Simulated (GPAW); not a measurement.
# An In chain with an Ag atom on top of one atom: transmission at several levels, part 2 of 2

Aim: T(E), conductance and thermopower of an In chain with an Ag atom on top of one atom, and what cheaper settings cost in accuracy.

GPAW 26.7.0; GPAW LCAO, PAW setups; Landauer transmission from Green's functions with principal layers (ASE), zero bias.

So far, transmission at the Fermi level (one spin): step 2 (double-zeta polarised basis, PBE, GPAW) 2.24; step 3 (basis szp(dzp), PBE, GPAW) 2.25; step 4 (basis sz(dzp), PBE, GPAW) 2.30; step 5 (LDA) 2.23.

## (9) Density threshold 0.001: conv = 0.001

The Hamiltonian is taken from the last density. The density threshold is one of the tests that end the cycle; the energy must settle too, so a loose value may not be the test that decides.

File run.py:

```python
import json
import numpy as np
from ase import Atoms
from ase.transport.calculators import TransportCalculator
from gpaw import GPAW, FermiDirac
from gpaw.lcao.tools import get_lcao_hamiltonian
from scipy.linalg import eigh

# The junction with lead layers at both ends, along the third cell vector
device = Atoms(
    ['In', 'In', 'In', 'In', 'In', 'In', 'Ag', 'In', 'In', 'In', 'In', 'In'],
    positions=[
        [4.50000, 4.50000, 1.47500],
        [4.50000, 4.50000, 4.42500],
        [4.50000, 4.50000, 7.37500],
        [4.50000, 4.50000, 10.32500],
        [4.50000, 4.50000, 13.27500],
        [4.50000, 4.50000, 16.22500],
        [7.19150, 4.50000, 16.22500],
        [4.50000, 4.50000, 19.17500],
        [4.50000, 4.50000, 22.12500],
        [4.50000, 4.50000, 25.07500],
        [4.50000, 4.50000, 28.02500],
        [4.50000, 4.50000, 30.97500]],
    cell=[[9.0, 0.0, 0.0], [0.0, 9.0, 0.0], [0.0, 0.0, 32.45]],
    pbc=True)

# One principal layer of the lead: the first 3 atoms of the device
lead = Atoms(
    ['In', 'In', 'In'],
    positions=[
        [4.50000, 4.50000, 1.47500],
        [4.50000, 4.50000, 4.42500],
        [4.50000, 4.50000, 7.37500]],
    cell=[[9.0, 0.0, 0.0], [0.0, 9.0, 0.0], [0.0, 0.0, 8.85]],
    pbc=True)

settings = dict(mode='lcao', basis='dzp', xc='PBE', h=0.2,
                occupations=FermiDirac(0.1), maxiter=250,
                mixer=dict(beta=0.1, nmaxold=8, weight=100.0),
                convergence=dict(density=0.001))
energies = np.arange(-2, 2 + 1e-9, 0.05)
eta = 0.0001
n1, n2 = 1, 1
# k and -k transmit alike, so half of the mesh across the current serves
mesh = [(i, j) for i in range(n1) for j in range(n2) if (i, j) <= (-i % n1, -j % n2)]
weights = np.array([1 if (i, j) == (-i % n1, -j % n2) else 2 for i, j in mesh]) / (n1 * n2)

# [... helper functions left out ...]
fermi_lead = ground_state(lead, (1, 1, 13), 'lead.txt')
fermi_device = ground_state(device, (1, 1, 3), 'device.txt')
# [... loop over the mesh left out, but for ...]
        # Shift the lead onto the potential of the device's first layer
        shift = ((H[:, 0, 0] - H0[:, 0, 0]) / S0[0, 0]).real.mean()
# [...]
kT = 8.617333e-5 * 500
bias = [0.1, 0.2, 0.5, 1.0, 1.5, 2.0]
# [... integrals and printing left out ...]
```

Run with:

```bash
OMP_NUM_THREADS=1 OPENBLAS_NUM_THREADS=1 python run.py
```

Output:

```text
basis functions: device 280, principal layer 69
Fermi level: lead -2.2016 eV, device -2.1432 eV; lead shifted by -0.0071 eV
largest coupling past the next layer 1.88e-06 eV, largest misfit of the first layer 0.018 eV
  E-E_F (eV)   T (one spin)  [channel counts left out]
    -2.000    9.8425e-01
    -1.950    1.7667e-06
    -1.900    1.0993e-07
    -1.850    3.0619e-08
    -1.800    1.4179e-08
    -1.750    8.7291e-09
    -1.700    6.5521e-09
    -1.650    5.7629e-09
    -1.600    5.8385e-09
    -1.550    6.7999e-09
    -1.500    9.2219e-09
    -1.450    1.5077e-08
    -1.400    3.2185e-08
    -1.350    1.1104e-07
    -1.300    1.6889e-06
    -1.250    9.6845e-01
[...]
1.650    2.7798e+00
     1.700    2.8207e+00
     1.750    2.8525e+00
     1.800    2.8770e+00
     1.850    2.3928e+00
     1.900    2.9144e+00
     1.950    2.9264e+00
     2.000    2.9364e+00
conductance at 500 K: 2.1965 G0 a cell; thermopower -6.943 uV/K
current from the zero-bias T(E) at 0.1 V: 16.964 uA
current from the zero-bias T(E) at 0.2 V: 33.579 uA
current from the zero-bias T(E) at 0.5 V: 77.721 uA
current from the zero-bias T(E) at 1.0 V: 141.81 uA
current from the zero-bias T(E) at 1.5 V: 205.03 uA
current from the zero-bias T(E) at 2.0 V: 262.62 uA
```

Run time: 52 s. Hardware: 1 thread of Arm Neoverse V1, shared host; peak memory 1.1 GiB.

Numbers from this step:

| Quantity | Value |
| --- | --- |
| conductance | 2.196 G₀ |
| largest coupling past the next principal layer | 1.88e-6 eV |
| largest misfit of the first principal layer | 0.01814 eV |
| shift that aligns the lead | -0.007053 eV |
| transmission at the Fermi level (one spin) | 2.240 |

One spin. The transmission, zone mean by energy, zero at the Fermi level:

```
energy (eV)  transmission, zone mean
     -2.000                    0.984
     -1.800                   1.4e-8
     -1.600                   5.8e-9
     -1.400                   3.2e-8
     -1.200                    0.983
     -1.150                    0.984
     -1.000                    0.936
     -0.800                    0.973
     -0.600                    0.997
     -0.400                    0.999
     -0.200                    0.999
      0.000                     2.24
      0.200                     2.26
      0.400                     2.29
      0.500                     2.29
      0.600                     2.29
      0.800                     2.23
      1.000                     2.10
      1.200                     2.00
      1.400                     2.36
      1.600                     2.73
      1.800                     2.88
      2.000                     2.94
```

Not self-consistent under bias; the bias window is split evenly. The current through one cell, from the zero-bias transmission by bias:

```
bias (V)  current through one cell, from the zero-bias transmission (μA)
   0.100                                                            17.0
   0.200                                                            33.6
   0.500                                                            77.7
   1.000                                                             142
   1.500                                                             205
   2.000                                                             263
```

Table of transmission of the three most open eigenchannels by energy, zero at the Fermi level:

| energy (eV) | channel 1 | channel 2 | channel 3 |
| --- | --- | --- | --- |
| -2.000 | 0.984 | 0 | 0 |
| -1.800 | 1.4e-8 | 0 | 0 |
| -1.600 | 5.8e-9 | 0 | 0 |
| -1.400 | 3.2e-8 | 0 | 0 |
| -1.200 | 0.983 | 0 | 0 |
| -1.000 | 0.936 | 0 | 0 |
| -0.800 | 0.973 | 0 | 0 |
| -0.600 | 0.997 | 0 | 0 |
| -0.400 | 0.999 | 0 | 0 |
| -0.200 | 0.999 | 7.4e-8 | 5.8e-9 |
| 0.000 | 0.999 | 0.947 | 0.293 |
| 0.200 | 0.999 | 0.932 | 0.330 |
| 0.400 | 0.999 | 0.960 | 0.329 |
| 0.600 | 0.999 | 0.982 | 0.308 |
| 0.800 | 0.999 | 0.994 | 0.240 |
| 1.000 | 0.999 | 0.998 | 0.101 |
| 1.200 | 0.999 | 0.998 | 0.00721 |
| 1.400 | 0.999 | 0.998 | 0.360 |
| 1.600 | 0.999 | 0.998 | 0.729 |
| 1.800 | 0.999 | 0.999 | 0.879 |
| 2.000 | 0.999 | 0.999 | 0.938 |

The conductance equals that of the dzp run to 0.2 %.

## (10) Outcome

| Quantity | Value |
| --- | --- |
| conductance | 2.20 G₀ |
| transmission at the Fermi level, mean of the spins | 2.24 |

**Reading.** In the dzp basis the junction conducts 2.20 G₀ at 500 K, with T = 2.24 a spin at the Fermi level; the sz basis reaches that conductance within 10 %. At the Fermi level the three most open eigenchannels pass 1.00, 0.95 and 0.29. Measured against the first run (dzp), the nearest curve is that of dzp-LDA (r.m.s. 0.14) and the farthest that of sz (0.20). Over the compared runs wall time goes from 32 s (sz) to 62 s (dzp), on a shared host. The geometry was built from estimated bond lengths and not relaxed, so the numbers describe this model structure. Spin-orbit coupling is left out, which matters for the heavy atoms here. An evenly spaced straight chain is an idealisation: free chains tend to dimerise, zigzag or, where a band edge lies near the Fermi level, turn magnetic. The currents use the zero-bias T(E) throughout, which holds only while the bias is small against the distance to the nearest feature. The thermopower isn't quoted: it samples T(E) farther from the Fermi level than the conductance does, and the energy grid wasn't tested for it.

[Logs are printed without paths, hosts, clocks, repeated set-up lines and the standing remarks that a program may print on its own settings, such as how far it seeks lower states.]

[Hosts, paths, dates, database ids (printed as entryN), source tags and the programs' standing remarks are cut or masked in the printed files.]
